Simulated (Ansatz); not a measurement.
## Li3TaO4 (I4/mmm): what size, symmetry and threads cost in G0W0

How does the cost of G0W0 grow with the cell? The test case is Li3TaO4 (I4/mmm).

Calculated with Ansatz 0.2.0; G0W0 on PBEsol, plane waves, PAW.

Report form: the programs' logs are mostly left out.

### Step 1. The structure

It takes space group I4/mmm (No. 139, tetragonal). Conventional cell: a = 4.130 Å, b = 4.130 Å, c = 8.718 Å, α = 90.00°, β = 90.00°, γ = 90.00°. Nearest to Li lie 6 O at 2.06 to 2.42 Å. Nearest to Li lie 6 O at 2.08 to 2.18 Å. Nearest to Ta lie 6 O at 1.94 to 2.06 Å. Nearest to O lie 4 Li at 2.06 to 2.18 Å and 2 Ta at 2.06 Å. Nearest to O lie 1 Ta at 1.94 Å and 5 Li at 2.08 to 2.42 Å. Farther neighbours and most contacts between anions are not listed.

The cell and positions are those that the Materials Project relaxed with its own functionals (PBE, PBE+U or r2SCAN), kept fixed. Spin-orbit coupling is left out unless a step names it. The default PAW set here is soft_2. Its files were made with PBE.

### Step 2. 8 atoms (1×1×1 cells), 4×4×4 mesh

Now the one-shot GW correction: screening in the RPA, then the self-energy of the levels asked for.

Contents of input.yaml:

```yaml
crystal:
  lattice:
    - [-2.064795, 2.064795, 4.358979]
    - [2.064795, -2.064795, 4.358979]
    - [2.064795, 2.064795, -4.358979]
  atoms:
    - { symbol: Li, position: [0.5, 0.5, 0.0] }
    - { symbol: Li, position: [0.25, 0.75, 0.5] }
    - { symbol: Li, position: [0.75, 0.25, 0.5] }
    - { symbol: Ta, position: [0.0, 0.0, 0.0] }
    - { symbol: O, position: [0.0, 0.5, 0.5] }
    - { symbol: O, position: [0.777859, 0.777859, 0.0] }
    - { symbol: O, position: [0.5, 0.0, 0.5] }
    - { symbol: O, position: [0.222141, 0.222141, 0.0] }
kpoints:
  mp_grid: { grid: [4, 4, 4] }
hamiltonian:
  xc: pbesol
scf:
  occupations: { method: fixed }
gw:
  n_empty_bands: 78
  ecut_chi: 60.0
  qp_bands: [v1, c1]
  qp_kpoints: band_edges
  screening: { model: contour_deformation }
```

Command:

```console
> ansatz run input.yaml --threads 16 --pin off --max-ram 36864MiB --backend cpu --events-out ev --progress --plain --runs-dir out
```

Run time: 5 s. Hardware: 16 threads of Arm Neoverse V2, shared host; peak memory 0.65 GiB.

Numbers from this step:

| Property | Result |
| --- | --- |
| bands summed | 101 |
| RPA ε∞ on this mesh (eigenvalues) | 4.376, 4.544, 4.544 |
| plane waves in the screening matrix | 77 |
| q-points in the mesh | 64 |
| G0W0 gap on the mesh | 3.240 eV |
| k of the valence top | 0.25, 0.25, 0.25 |
| k of the conduction bottom | 0, 0, 0 |
| starting gap on the mesh | 1.561 eV |
| Z at the valence top | 0.7490 |
| Z at the conduction bottom | 0.8098 |
| least direct G0W0 gap on the computed points | 3.338 eV |

The gap on the mesh goes from 1.56 eV to 3.24 eV, a correction of +1.68 eV. Between the two edge states, bare exchange in place of the xc potential would open the gap by 10.81 eV, and correlation takes back 9.13 eV.

### Step 3. No symmetry, 4×4×4 mesh

input.yaml, as its differences from that of step 2:

```diff
@@ -14,2 +14,3 @@
     - { symbol: O, position: [0.222141, 0.222141, 0.0] }
+  symmetry: { detect: false }
 kpoints:
```

Wall time 28 s (16 threads); peak memory 1.1 GiB.

Numbers from this step:

```yaml
bands_summed: 101
rpa_eps_infinity_on_this_mesh_eigenvalues: 4.376, 4.544, 4.544
plane_waves_in_the_screening_matrix: 77
g0w0_gap_on_the_mesh: 3.240 eV
k_of_the_valence_top: 0.25, 0.25, 0.25
k_of_the_conduction_bottom: 0, 0, 0
starting_gap_on_the_mesh: 1.561 eV
least_direct_g0w0_gap_on_the_computed_points: 3.338 eV
```

Against the run with 4×4×4 mesh, 78 empty bands, screening to 60 eV, the gap moves by +0.000 eV.

### Step 4. 1 thread, 4×4×4 mesh

input.yaml, as its differences from that of step 3:

```diff
@@ -14,3 +14,2 @@
     - { symbol: O, position: [0.222141, 0.222141, 0.0] }
-  symmetry: { detect: false }
 kpoints:
```

Command:

```console
> ansatz run input.yaml --threads 1 --pin off --max-ram 36864MiB --backend cpu --events-out ev --progress --plain --runs-dir out
```

Run time: 35 s. Hardware: 1 thread; peak memory 0.35 GiB.

(Unchanged from step 3.)

Against the run with 4×4×4 mesh, 78 empty bands, screening to 60 eV, the gap moves by +0.000 eV.

### Step 5. 2 threads, 4×4×4 mesh

input.yaml is that of step 4.

Command:

```console
> ansatz run input.yaml --threads 2 --pin off --max-ram 36864MiB --backend cpu --events-out ev --progress --plain --runs-dir out
```

Wall time 19 s (2 threads); peak memory 0.35 GiB; 36 s of CPU time.

(Unchanged from step 3.)

Against the run with 4×4×4 mesh, 78 empty bands, screening to 60 eV, the gap moves by +0.000 eV.

### Step 6. 4 threads, 4×4×4 mesh

input.yaml is that of step 5.

Command:

```console
> ansatz run input.yaml --threads 4 --pin off --max-ram 36864MiB --backend cpu --events-out ev --progress --plain --runs-dir out
```

Elapsed: 11 s, on 4 threads; peak memory 0.4 GiB; 38 s of CPU time.

(Unchanged from step 3.)

Against the run with 4×4×4 mesh, 78 empty bands, screening to 60 eV, the gap moves by +0.000 eV.

### Step 7. 8 threads, 4×4×4 mesh

input.yaml is that of step 6.

Command:

```console
> ansatz run input.yaml --threads 8 --pin off --max-ram 36864MiB --backend cpu --events-out ev --progress --plain --runs-dir out
```

Wall time 6.7 s (8 threads); peak memory 0.51 GiB.

This step gave:

* bands summed: 101
* RPA ε∞ on this mesh (eigenvalues): 4.376, 4.544, 4.544
* plane waves in the screening matrix: 77
* G0W0 gap on the mesh: 3.240 eV
* k of the valence top: 0.25, 0.25, 0.25
* k of the conduction bottom: 0, 0, 0
* starting gap on the mesh: 1.561 eV
* least direct G0W0 gap on the computed points: 3.338 eV

Against the run with 4×4×4 mesh, 78 empty bands, screening to 60 eV, the gap moves by +0.000 eV.

### Step 8. 16 atoms (2×1×1 cells), 2×4×4 mesh

Contents of input.yaml:

```yaml
crystal:
  lattice:
    - [-4.12959, 4.12959, 8.717958]
    - [2.064795, -2.064795, 4.358979]
    - [2.064795, 2.064795, -4.358979]
  atoms:
    - { symbol: Li, position: [0.25, 0.5, 0.0] }
    - { symbol: Li, position: [0.125, 0.75, 0.5] }
    - { symbol: Li, position: [0.375, 0.25, 0.5] }
    - { symbol: Ta, position: [0.0, 0.0, 0.0] }
    - { symbol: O, position: [0.0, 0.5, 0.5] }
    - { symbol: O, position: [0.3889295, 0.777859, 0.0] }
    - { symbol: O, position: [0.25, 0.0, 0.5] }
    - { symbol: O, position: [0.1110705, 0.222141, 0.0] }
    - { symbol: Li, position: [0.75, 0.5, 0.0] }
    - { symbol: Li, position: [0.625, 0.75, 0.5] }
    - { symbol: Li, position: [0.875, 0.25, 0.5] }
    - { symbol: Ta, position: [0.5, 0.0, 0.0] }
    - { symbol: O, position: [0.5, 0.5, 0.5] }
    - { symbol: O, position: [0.8889295, 0.777859, 0.0] }
    - { symbol: O, position: [0.75, 0.0, 0.5] }
    - { symbol: O, position: [0.6110705, 0.222141, 0.0] }
kpoints:
  mp_grid: { grid: [2, 4, 4] }
hamiltonian:
  xc: pbesol
scf:
  occupations: { method: fixed }
gw:
  n_empty_bands: 156
  ecut_chi: 60.0
  qp_bands: [v1, c1]
  qp_kpoints: band_edges
  screening: { model: contour_deformation }
```

Command:

```console
> ansatz run input.yaml --threads 16 --pin off --max-ram 36864MiB --backend cpu --events-out ev --progress --plain --runs-dir out
```

Run time: 22 s. Hardware: 16 threads; peak memory 1.9 GiB.

Numbers from this step:

| Property | Result |
| --- | --- |
| bands summed | 202 |
| RPA ε∞ on this mesh (eigenvalues) | 4.376, 4.544, 4.544 |
| plane waves in the screening matrix | 157 |
| G0W0 gap on the mesh | 3.240 eV |
| k of the valence top | -0.5, 0.25, 0.25 |
| k of the conduction bottom | 0, 0, 0 |
| starting gap on the mesh | 1.561 eV |
| least direct G0W0 gap on the computed points | 3.338 eV |

The gap on the mesh goes from 1.56 eV to 3.24 eV, a correction of +1.68 eV. Between the two edge states, bare exchange in place of the xc potential would open the gap by 10.81 eV, and correlation takes back 9.13 eV.

### Step 9. 32 atoms (2×2×1 cells), 2×2×4 mesh

Contents of input.yaml:

```yaml
crystal:
  lattice:
    - [-4.12959, 4.12959, 8.717958]
    - [4.12959, -4.12959, 8.717958]
    - [2.064795, 2.064795, -4.358979]
  atoms:
    - { symbol: Li, position: [0.25, 0.25, 0.0] }
    - { symbol: Li, position: [0.125, 0.375, 0.5] }
    - { symbol: Li, position: [0.375, 0.125, 0.5] }
    - { symbol: Ta, position: [0.0, 0.0, 0.0] }
    - { symbol: O, position: [0.0, 0.25, 0.5] }
    - { symbol: O, position: [0.3889295, 0.3889295, 0.0] }
    - { symbol: O, position: [0.25, 0.0, 0.5] }
    - { symbol: O, position: [0.1110705, 0.1110705, 0.0] }
[... 20 atom lines left out ...]
    - { symbol: O, position: [0.5, 0.75, 0.5] }
    - { symbol: O, position: [0.8889295, 0.8889295, 0.0] }
    - { symbol: O, position: [0.75, 0.5, 0.5] }
    - { symbol: O, position: [0.6110705, 0.6110705, 0.0] }
kpoints:
  mp_grid: { grid: [2, 2, 4] }
hamiltonian:
  xc: pbesol
scf:
  occupations: { method: fixed }
gw:
  n_empty_bands: 312
  ecut_chi: 60.0
  qp_bands: [v1, c1]
  qp_kpoints: band_edges
  screening: { model: contour_deformation }
```

It took 69 s on 16 threads; peak memory 4.3 GiB.

Numbers from this step:

```yaml
bands_summed: 404
rpa_eps_infinity_on_this_mesh_eigenvalues: 4.376, 4.544, 4.544
plane_waves_in_the_screening_matrix: 321
g0w0_gap_on_the_mesh: 3.241 eV
k_of_the_valence_top: -0.5, -0.5, 0.25
k_of_the_conduction_bottom: 0, 0, 0
starting_gap_on_the_mesh: 1.561 eV
least_direct_g0w0_gap_on_the_computed_points: 3.274 eV
```

The gap on the mesh goes from 1.56 eV to 3.24 eV, a correction of +1.68 eV. Between the two edge states, bare exchange in place of the xc potential would open the gap by 10.81 eV, and correlation takes back 9.13 eV.

### Step 10. 64 atoms (2×2×2 cells), 2×2×2 mesh

Contents of input.yaml:

```yaml
crystal:
  lattice:
    - [-4.12959, 4.12959, 8.717958]
    - [4.12959, -4.12959, 8.717958]
    - [4.12959, 4.12959, -8.717958]
  atoms:
    - { symbol: Li, position: [0.25, 0.25, 0.0] }
    - { symbol: Li, position: [0.125, 0.375, 0.25] }
    - { symbol: Li, position: [0.375, 0.125, 0.25] }
    - { symbol: Ta, position: [0.0, 0.0, 0.0] }
    - { symbol: O, position: [0.0, 0.25, 0.25] }
    - { symbol: O, position: [0.3889295, 0.3889295, 0.0] }
    - { symbol: O, position: [0.25, 0.0, 0.25] }
    - { symbol: O, position: [0.1110705, 0.1110705, 0.0] }
[... 52 atom lines left out ...]
    - { symbol: O, position: [0.5, 0.75, 0.75] }
    - { symbol: O, position: [0.8889295, 0.8889295, 0.5] }
    - { symbol: O, position: [0.75, 0.5, 0.75] }
    - { symbol: O, position: [0.6110705, 0.6110705, 0.5] }
kpoints:
  mp_grid: { grid: [2, 2, 2] }
hamiltonian:
  xc: pbesol
scf:
  occupations: { method: fixed }
gw:
  n_empty_bands: 624
  ecut_chi: 60.0
  qp_bands: [v1, c1]
  qp_kpoints: band_edges
  screening: { model: contour_deformation }
```

Run time: 2.4 min. Hardware: 16 threads; peak memory 9.5 GiB.

Numbers from this step:

* bands summed: 808
* RPA ε∞ on this mesh (eigenvalues): 4.376, 4.544, 4.544
* plane waves in the screening matrix: 647
* G0W0 gap on the mesh: 3.241 eV
* k of the valence top: -0.5, -0.5, -0.5
* k of the conduction bottom: 0, 0, 0
* starting gap on the mesh: 1.561 eV
* least direct G0W0 gap on the computed points: 3.274 eV

The gap on the mesh goes from 1.56 eV to 3.24 eV, a correction of +1.68 eV. Between the two edge states, bare exchange in place of the xc potential would open the gap by 10.81 eV, and correlation takes back 9.13 eV.

### Step 11. 128 atoms (4×2×2 cells), 1×2×2 mesh

Contents of input.yaml:

```yaml
crystal:
  lattice:
    - [-8.25918, 8.25918, 17.435916]
    - [4.12959, -4.12959, 8.717958]
    - [4.12959, 4.12959, -8.717958]
  atoms:
    - { symbol: Li, position: [0.125, 0.25, 0.0] }
    - { symbol: Li, position: [0.0625, 0.375, 0.25] }
    - { symbol: Li, position: [0.1875, 0.125, 0.25] }
    - { symbol: Ta, position: [0.0, 0.0, 0.0] }
    - { symbol: O, position: [0.0, 0.25, 0.25] }
    - { symbol: O, position: [0.19446475, 0.3889295, 0.0] }
    - { symbol: O, position: [0.125, 0.0, 0.25] }
    - { symbol: O, position: [0.05553525, 0.1110705, 0.0] }
    - { symbol: Li, position: [0.125, 0.25, 0.5] }
    - { symbol: Li, position: [0.0625, 0.375, 0.75] }
    - { symbol: Li, position: [0.1875, 0.125, 0.75] }
    - { symbol: Ta, position: [0.0, 0.0, 0.5] }
    - { symbol: O, position: [0.0, 0.25, 0.75] }
    - { symbol: O, position: [0.19446475, 0.3889295, 0.5] }
    - { symbol: O, position: [0.125, 0.0, 0.75] }
    - { symbol: O, position: [0.05553525, 0.1110705, 0.5] }
    - { symbol: Li, position: [0.125, 0.75, 0.0] }
    - { symbol: Li, position: [0.0625, 0.875, 0.25] }
    - { symbol: Li, position: [0.1875, 0.625, 0.25] }
    - { symbol: Ta, position: [0.0, 0.5, 0.0] }
    - { symbol: O, position: [0.0, 0.75, 0.25] }
    - { symbol: O, position: [0.19446475, 0.8889295, 0.0] }
    - { symbol: O, position: [0.125, 0.5, 0.25] }
    - { symbol: O, position: [0.05553525, 0.6110705, 0.0] }
    - { symbol: Li, position: [0.125, 0.75, 0.5] }
    - { symbol: Li, position: [0.0625, 0.875, 0.75] }
    - { symbol: Li, position: [0.1875, 0.625, 0.75] }
    - { symbol: Ta, position: [0.0, 0.5, 0.5] }
    - { symbol: O, position: [0.0, 0.75, 0.75] }
    - { symbol: O, position: [0.19446475, 0.8889295, 0.5] }
[... 92 atom lines left out ...]
    - { symbol: Li, position: [0.9375, 0.625, 0.75] }
    - { symbol: Ta, position: [0.75, 0.5, 0.5] }
    - { symbol: O, position: [0.75, 0.75, 0.75] }
    - { symbol: O, position: [0.94446475, 0.8889295, 0.5] }
    - { symbol: O, position: [0.875, 0.5, 0.75] }
    - { symbol: O, position: [0.80553525, 0.6110705, 0.5] }
kpoints:
  mp_grid: { grid: [1, 2, 2] }
hamiltonian:
  xc: pbesol
scf:
  occupations: { method: fixed }
gw:
  n_empty_bands: 1248
  ecut_chi: 60.0
  qp_bands: [v1, c1]
  qp_kpoints: band_edges
  screening: { model: contour_deformation }
```

Elapsed: 15 min, on 16 threads; peak memory 31 GiB.

This step gave:

* bands summed: 1616
* RPA ε∞ on this mesh (eigenvalues): 4.376, 4.544, 4.544
* plane waves in the screening matrix: 1271
* G0W0 gap on the mesh: 3.242 eV
* k of the valence top: 0, -0.5, -0.5
* k of the conduction bottom: 0, 0, 0
* starting gap on the mesh: 1.561 eV
* least direct G0W0 gap on the computed points: 3.275 eV

The gap on the mesh goes from 1.56 eV to 3.24 eV, a correction of +1.68 eV. Between the two edge states, bare exchange in place of the xc potential would open the gap by 10.81 eV, and correlation takes back 9.13 eV.

### Step 12. The runs together

A supercell on the folded mesh samples the same points as the primitive cell, so the gap should stay. Times are wall times on shared hardware, named with each run.

```
                    run   mesh  irreducible k  bands  screening plane waves  threads  gap (eV)     time  CPU time  host memory (GiB)
  8 atoms (1×1×1 cells)  4×4×4             13    101                     77       16     3.240      5 s      53 s               0.65
            no symmetry  4×4×4             36    101                     77       16     3.240     28 s   5.3 min                1.1
               1 thread  4×4×4             13    101                     77        1     3.240     35 s      35 s               0.35
              2 threads  4×4×4             13    101                     77        2     3.240     19 s      36 s               0.35
              4 threads  4×4×4             13    101                     77        4     3.240     11 s      38 s               0.40
              8 threads  4×4×4             13    101                     77        8     3.240    6.7 s      43 s               0.51
 16 atoms (2×1×1 cells)  2×4×4             14    202                    157       16     3.240     22 s     5 min                1.9
 32 atoms (2×2×1 cells)  2×2×4              9    404                    321       16     3.241     69 s    17 min                4.3
 64 atoms (2×2×2 cells)  2×2×2              4    808                    647       16     3.241  2.4 min    35 min                9.5
128 atoms (4×2×2 cells)  1×2×2              3   1616                   1271       16     3.242   15 min     3.7 h                 31
```

### Step 13. Outcome

| Item | Value |
| --- | --- |
| 8 atoms (1×1×1 cells) | 5 s, gap 3.24 eV |
| no symmetry | 28 s, gap 3.24 eV |
| 1 thread | 35 s, gap 3.24 eV |
| 2 threads | 19 s, gap 3.24 eV |
| 4 threads | 11 s, gap 3.24 eV |
| 8 threads | 6.7 s, gap 3.24 eV |
| 16 atoms (2×1×1 cells) | 22 s, gap 3.24 eV |
| 32 atoms (2×2×1 cells) | 69 s, gap 3.24 eV |
| 64 atoms (2×2×2 cells) | 2.4 min, gap 3.24 eV |
| 128 atoms (4×2×2 cells) | 15 min, gap 3.24 eV |

**Reading.** From 8 to 128 atoms the gap stays within 0.002 eV, while the time grows 184-fold. Over the last step it grows as about the power 2.6 of the size; fewer k points offset part of the fourth-power cost of the screening. Without symmetry the mesh holds 36 points in place of 13, the run takes 5.6 times as long and the gap changes by +0.000 eV. Going from 1 to 16 threads speeds the run 7.1-fold, an efficiency of about 44 %. The host was shared, so single times are good to a factor of about two.

[Paths, hosts, dates, memory and timing lines, banners, echoed tables and standing remarks are left out of the program output.]

[Logs are printed without paths, hosts, clocks, repeated set-up lines and the standing remarks that a program may print on its own settings, such as how far it seeks lower states.]

[Runs of the session that timed out or met a known fault of the program may be left out.]

[Cells called generated may have been cut or substituted from an entry of the Crystallography Open Database or the Materials Project.]

[Hosts, paths, dates, database ids (printed as entryN), source tags and the programs' standing remarks are cut or masked in the printed files.]
